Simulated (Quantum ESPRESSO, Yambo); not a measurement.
# A GW chain in Yambo: CdF2 (Fm-3m), part 2 of 3

Aim: the G0W0 gap of CdF2 (Fm-3m) on PBE, step by step.

Quantum ESPRESSO 7.5 and Yambo 5.3.0; PBE and many-body steps on it, plane waves. Known limits of the many-body steps: not at the basis limit; d shell near the gap, gap tends to lie low; no spin-orbit coupling; coarse k mesh.

So far. Step 2 (Ground state): The gap is indirect, with the least direct gap 0.48 eV higher. Step 3 (Bands along the symmetry lines): The gap is 3.124 eV, −0.019 eV from the run before at this level.

### 4. Empty states on the mesh, 4×4×4 mesh, 105 bands

Level of this step: DFT, PBE, plane waves, norm-conserving pseudopotentials (Quantum ESPRESSO).

The sums over transitions need many empty states on a uniform mesh; this step solves for them.

pw.in

```
&control
  calculation = 'nscf'
  prefix = 'x'
  outdir = 'o'
  pseudo_dir = 'pseudo'
/
&system
  ibrav = 0
  nat = 3
  ntyp = 2
  ecutwfc = 94.0
  nbnd = 105
  force_symmorphic = .true.
/
&electrons
  conv_thr = 1e-9
  electron_maxstep = 80
  diago_full_acc = .true.
  diago_thr_init = 5e-6
/
ATOMIC_SPECIES
  Cd 112.41 Cd.upf
  F 18.998 F.upf
CELL_PARAMETERS angstrom
  0.0000000000 2.6940000000 2.6940000000
  2.6940000000 -0.0000000000 2.6940000000
  2.6940000000 2.6940000000 -0.0000000000
ATOMIC_POSITIONS crystal
  Cd 0.0000000000 0.0000000000 0.0000000000
  F 0.2500000000 0.2500000000 0.2500000000
  F 0.7500000000 0.7500000000 0.7500000000
K_POINTS automatic
  4 4 4 0 0 0
```

Run with:

```sh
$ OMP_NUM_THREADS=1 mpirun -n 4 pw.x -nk 4 -in pw.in > pw.out
```

The program printed:

```text
[banner, memory and clock lines left out]
Program PWSCF v.7.5 starts

     Atomic positions and unit cell read from directory:
     o/x.save/

     Message from routine setup:
     using ibrav=0 with symmetry is DISCOURAGED, use correct ibrav instead

     G-vector sticks info

     bravais-lattice index     =            0
     lattice parameter (alat)  =       7.1997  a.u.
     unit-cell volume          =     263.8878 (a.u.)^3
     number of atoms/cell      =            3
     number of atomic types    =            2
     number of electrons       =        34.00
     number of Kohn-Sham states=          105
     kinetic-energy cutoff     =      94.0000  Ry
     charge density cutoff     =     376.0000  Ry
     Exchange-correlation= PBE
                           (   1   4   3   4   0   0   0)

     celldm(1)=   7.199651  celldm(2)=   0.000000  celldm(3)=   0.000000
     celldm(4)=   0.000000  celldm(5)=   0.000000  celldm(6)=   0.000000

     crystal axes: (cart. coord. in units of alat)
               a(1) = (   0.000000   0.707107   0.707107 )
               a(2) = (   0.707107  -0.000000   0.707107 )
               a(3) = (   0.707107   0.707107  -0.000000 )

     reciprocal axes: (cart. coord. in units 2 pi/alat)
               b(1) = ( -0.707107  0.707107  0.707107 )
               b(2) = (  0.707107 -0.707107  0.707107 )
               b(3) = (  0.707107  0.707107 -0.707107 )
     Pseudo is Norm-conserving + core correction, Zval = 20.0
     Generated using ONCVPSP code by D. R. Hamann
     Using radial grid of 1368 points,  6 beta functions with:
     Pseudo is Norm-conserving + core correction, Zval =  7.0
     Generated using ONCVPSP code by D. R. Hamann
     Using radial grid of  832 points,  5 beta functions with:
     Cd               20.00   112.41000     Cd( 1.00)
     F                 7.00    18.99800     F ( 1.00)

     48 Sym. Ops., with inversion, found

   Cartesian axes

     site n.     atom                  positions (alat units)
         1        Cd     tau(   1) = (   0.0000000   0.0000000   0.0000000  )
         2        F      tau(   2) = (   0.3535534   0.3535534   0.3535534  )
         3        F      tau(   3) = (   1.0606602   1.0606602   1.0606602  )

     number of k points=     8
                       cart. coord. in units 2pi/alat
        k(    1) = (   0.0000000   0.0000000   0.0000000), wk =   0.0312500
        k(    2) = (   0.1767767   0.1767767  -0.1767767), wk =   0.2500000
        k(    3) = (  -0.3535534  -0.3535534   0.3535534), wk =   0.1250000
[...]
k(    7) = (  -0.7071068   0.0000000   0.0000000), wk =   0.0937500
        k(    8) = (  -0.7071068   0.3535534   0.0000000), wk =   0.1875000

     Dense  grid:    32647 G-vectors     FFT dimensions: (  45,  45,  45)

     The potential is recalculated from file :
     o/x.save/charge-density

     Starting wfcs are   18 randomized atomic wfcs +   87 random wfcs

     Band Structure Calculation

     End of band structure calculation

          k = 0.0000 0.0000 0.0000 (  4015 PWs)   bands (ev):

   -91.9103 -53.0066 -53.0066 -53.0066 -14.2018 -13.1009   0.9377   0.9377
     0.9377   2.1379   2.1379   5.5577   5.5577   5.5577   6.0345   6.0345
     6.0345   9.6539  19.2706  19.2706  19.2706  24.2210  26.4704  26.4704
[...]
103.7598

          k = 0.1768 0.1768-0.1768 (  4050 PWs)   bands (ev):

[...]
102.6465

          k =-0.3536-0.3536 0.3536 (  4092 PWs)   bands (ev):

[...]
89.2980  89.2980  92.8034  92.8898  93.9928  95.8825  95.8825  97.1290
    97.1290  98.6895  99.1573  99.1574  99.6998 100.5123 100.5123 102.6182
   103.1940

          k = 0.3536 0.0000 0.0000 (  4064 PWs)   bands (ev):

     [... further k-points ...]

     highest occupied, lowest unoccupied level (ev):     6.5299    9.6539

     XML data file, pseudopotentials, collected wavefunctions
```

Run time: 7.5 s. Hardware: 4 MPI ranks of Arm Neoverse V2, shared host; peak memory 0.35 GiB; 30 s of CPU time.

This step gave:

```
gap                                                           : 3.124 eV
k of the valence top                                          : 0.25, -0.5, -0.25
k of the conduction bottom                                    : 0, 0, 0
least direct gap                                              : 3.619 eV
k points computed                                             : 8
lowest point of the top converged band, above the valence top : 93.6212 eV
```

On this mesh the gap is 3.124 eV.

### 5. Conversion and set-up

This step: Yambo 5.3.0; conversion and set-up on PBE, plane waves, norm-conserving pseudopotentials.

The states are converted to the many-body program's format and the q mesh is built.

Run with:

```sh
$ (cd o/x.save; p2y > p2y.log; mv SAVE ../..); yambo > setup.log
```

The program printed:

```text
 Yambo, version 5.3.0

 [02] CORE Variables Setup
 =========================

  [02.01] Unit cells
  ==================

  Cell kind             :  FCC
  Atoms in the cell     :  Cd  F
  number of Cd atoms    :  1
  number of F  atoms    :  2

  List of atomic masses
  Mass of Cd    :  112.4100
  Mass of F     :  18.99800

  List of atomic coordinates    : [cc]
  Cd1       :  0.000000  0.000000  0.000000  order 1
  F1       :  2.545461  2.545461  2.545461  order 2
  F2       :  7.636383  7.636383  7.636383  order 3

  Alat factors          :  5.090922  5.090922  5.090922 [a.u.]
  Direct lattice volume :  263.8878 [a.u.]
  Direct lattice vectors:  A[ 1 ]  A[ 2 ]  A[ 3 ]
   A[ 1 ]:  0.000000  1.000000  1.000000  [iru]
   0.000000  5.090922  5.090922  [cc]
   A[ 2 ]:  1.000000 -0.000000  1.000000  [iru]
   5.090922 -0.000000  5.090922  [cc]
   A[ 3 ]:  1.000000  1.000000 -0.000000  [iru]
   5.090922  5.090922 -0.000000  [cc]

  Recip. lattice volume :  0.939984 [a.u.]
  Recip. lattice vectors:  B[ 1 ]  B[ 2 ]  B[ 3 ]
   B[ 1 ]: -0.500000  0.500000  0.500000  [iku]
  -0.617097  0.617097  0.617097  [cc]
   B[ 2 ]:  0.500000 -0.500000  0.500000  [iku]
   0.617097 -0.617097  0.617097  [cc]
   B[ 3 ]:  0.500000  0.500000 -0.500000  [iku]
   0.617097  0.617097 -0.617097  [cc]

  [02.02] Symmetries
  ==================

  Inversion symmetry    : yes
  Spatial inversion     : yes
  Inversion index       :  25
  K-space Time-reversal : no
  Magnetic symmetries   : no
  Group table correct   : yes
  Symmetries units      :  [cc]

   [S  1]:   1.0000     -0.75024E-17 -0.75024E-17 -0.75024E-17   1.0000      0.75024E-17  0.75024E-17  0.75024E-17   1.0000
   [S  2]:  -1.0000      0.75024E-17 -0.75024E-17  0.75024E-17  -1.0000      0.75024E-17 -0.75024E-17 -0.75024E-17   1.0000
   [S  3]:  -1.0000     -0.75024E-17  0.75024E-17  0.75024E-17   1.0000     -0.75024E-17 -0.75024E-17  0.75024E-17  -1.0000
[...]
[... 36 further rows ...]
   [S 47]: -0.75024E-17   1.0000      0.75024E-17  0.75024E-17 -0.75024E-17  -1.0000       1.0000      0.75024E-17 -0.75024E-17
   [S 48]: -0.75024E-17  -1.0000     -0.75024E-17  0.75024E-17  0.75024E-17   1.0000       1.0000     -0.75024E-17  0.75024E-17

  [02.03] Reciprocal space
  ========================

  nG shells         :   332
  nG charge         :   32647
  nG WFs            :   4935
  nC WFs            :   4092
  G-vecs. in first 33 shells:  [ Number ]
     1    9   15   27   51   59   65   89  113
    137   169   181   229   259   283   307   331   339
    387   411   459   531   537   561   609   645   701
    725   749   821   869   893   941
  ...
  Shell energy in first 33 shells:  [ mHa ]
    0.00000      571.213      761.617      1523.23      2094.45      2284.85      3046.47      3617.68      3808.09
    4569.70      5140.92      6092.94      6664.15      6854.56      7616.17      8187.39      8377.79      9139.41
[...]
BZ  K-points                                      :   64

  K/Q-points units:
  rlu = crystal or reduced units; cc = cartesian coordinates; iku = interal k-units

  K [1]          [rlu]:  0.000000  0.000000  0.000000
         WF components:   4015
  K [2]          [rlu]: -0.49464E-17 -0.49464E-17  0.25000
         WF components:   4050
  K [3]          [rlu]:  0.98927E-17  0.98927E-17 -0.50000
         WF components:   4092
  K [4]          [rlu]: -0.65886E-17  0.25000      0.25000
         WF components:   4064
  K [5]          [rlu]: -0.14839E-16  0.25000     -0.50000
         WF components:   4069
  [... 2 further k-points ...]
  K [8]          [rlu]:  0.250000 -0.500000 -0.250000
         WF components:   4056

  [02.05] Energies & Occupations
  ==============================

  [X] === General ===
  [X] Electronic Temperature                        :  0.000000  0.000000 [eV K]
  [X] Bosonic    Temperature                        :  0.000000  0.000000 [eV K]
  [X] Finite Temperature mode                       : no
  [X] El. density                                   :  0.86947E+24 [cm-3]
  [X] Fermi Level                                   :  6.529887 [eV]

  [X] === Gaps and Widths ===
  [X] Conduction Band Min                           :  3.123994 [eV]
  [X] Valence Band Max                              :  0.000000 [eV]
  [X] Filled Bands                                  :  17
  [X] Empty Bands                                   :   18  105
  [X] Direct Gap                                    :  3.619366 [eV]
  [X] Direct Gap localized at k                     :  1
  [X] Indirect Gap                                  :  3.123994 [eV]
  [X] Indirect Gap between kpts                     :   8   1
  [X] Last valence band width                       :  0.495373 [eV]
  [X] 1st conduction band width                     :  4.976967 [eV]

  E @ K [1]:  [eV]
  -98.44020 -59.53651 -59.53651 -59.53651 -20.73165 -19.63080  -5.59223  -5.59223
  -5.592235 -4.392008 -4.392008 -0.972220 -0.972220 -0.972220 -0.495373 -0.495373
   -0.49537   3.12399  12.74068  12.74068  12.74068  17.69108  19.94050  19.94050
[...]
occ @ K [1]
[...]
E @ K [2]:  [eV]
[...]
occ @ K [2]
[...]
E @ K [3]:  [eV]
[...]
occ @ K [3]
[...]
E @ K [4]:  [eV]
[...]
occ @ K [4]
[...]
E @ K [5]:  [eV]
[...]
occ @ K [5]
[...]
[... 2 further k-points ...]
  E @ K [8]:  [eV]
[...]
occ @ K [8]
[...]
0.000000  0.000000  0.000000  0.000000  0.000000  0.000000  0.000000  0.000000
   0.000000  0.000000  0.000000  0.000000  0.000000  0.000000  0.000000  0.000000

 [03] Transferred momenta grid and indexing
 ==========================================

 IBZ Q-points                                      :   8
 BZ  Q-points                                      :   64

 K/Q-points units:
 rlu = crystal or reduced units; cc = cartesian coordinates; iku = interal k-units

 Q [1]          [rlu]:  0.000000  0.000000  0.000000
 Q [2]          [rlu]: -0.36046E-16 -0.36046E-16  0.25000
 Q [3]          [rlu]:  0.72092E-16  0.72092E-16 -0.50000
[...]
Q [7]          [rlu]:  0.13177E-16 -0.50000     -0.50000
 Q [8]          [rlu]:  0.250000 -0.500000 -0.250000

  [03.01] X indexes
  =================

   [03.01.01] Sigma indexes
   ========================

 [06] Game Over & Game summary
```

It took 2.2 s on 1 MPI rank; peak memory 0.25 GiB.

(Part 2 of 3 ends here.)

[Paths, hosts, dates, memory and timing lines, banners, echoed tables and standing remarks are left out of the program output.]

[Logs are printed without paths, hosts, clocks, repeated set-up lines and the standing remarks that a program may print on its own settings, such as how far it seeks lower states.]

[Runs of the session that timed out or met a known fault of the program may be left out.]

[Hosts, paths, dates, database ids (printed as entryN), source tags and the programs' standing remarks are cut or masked in the printed files.]
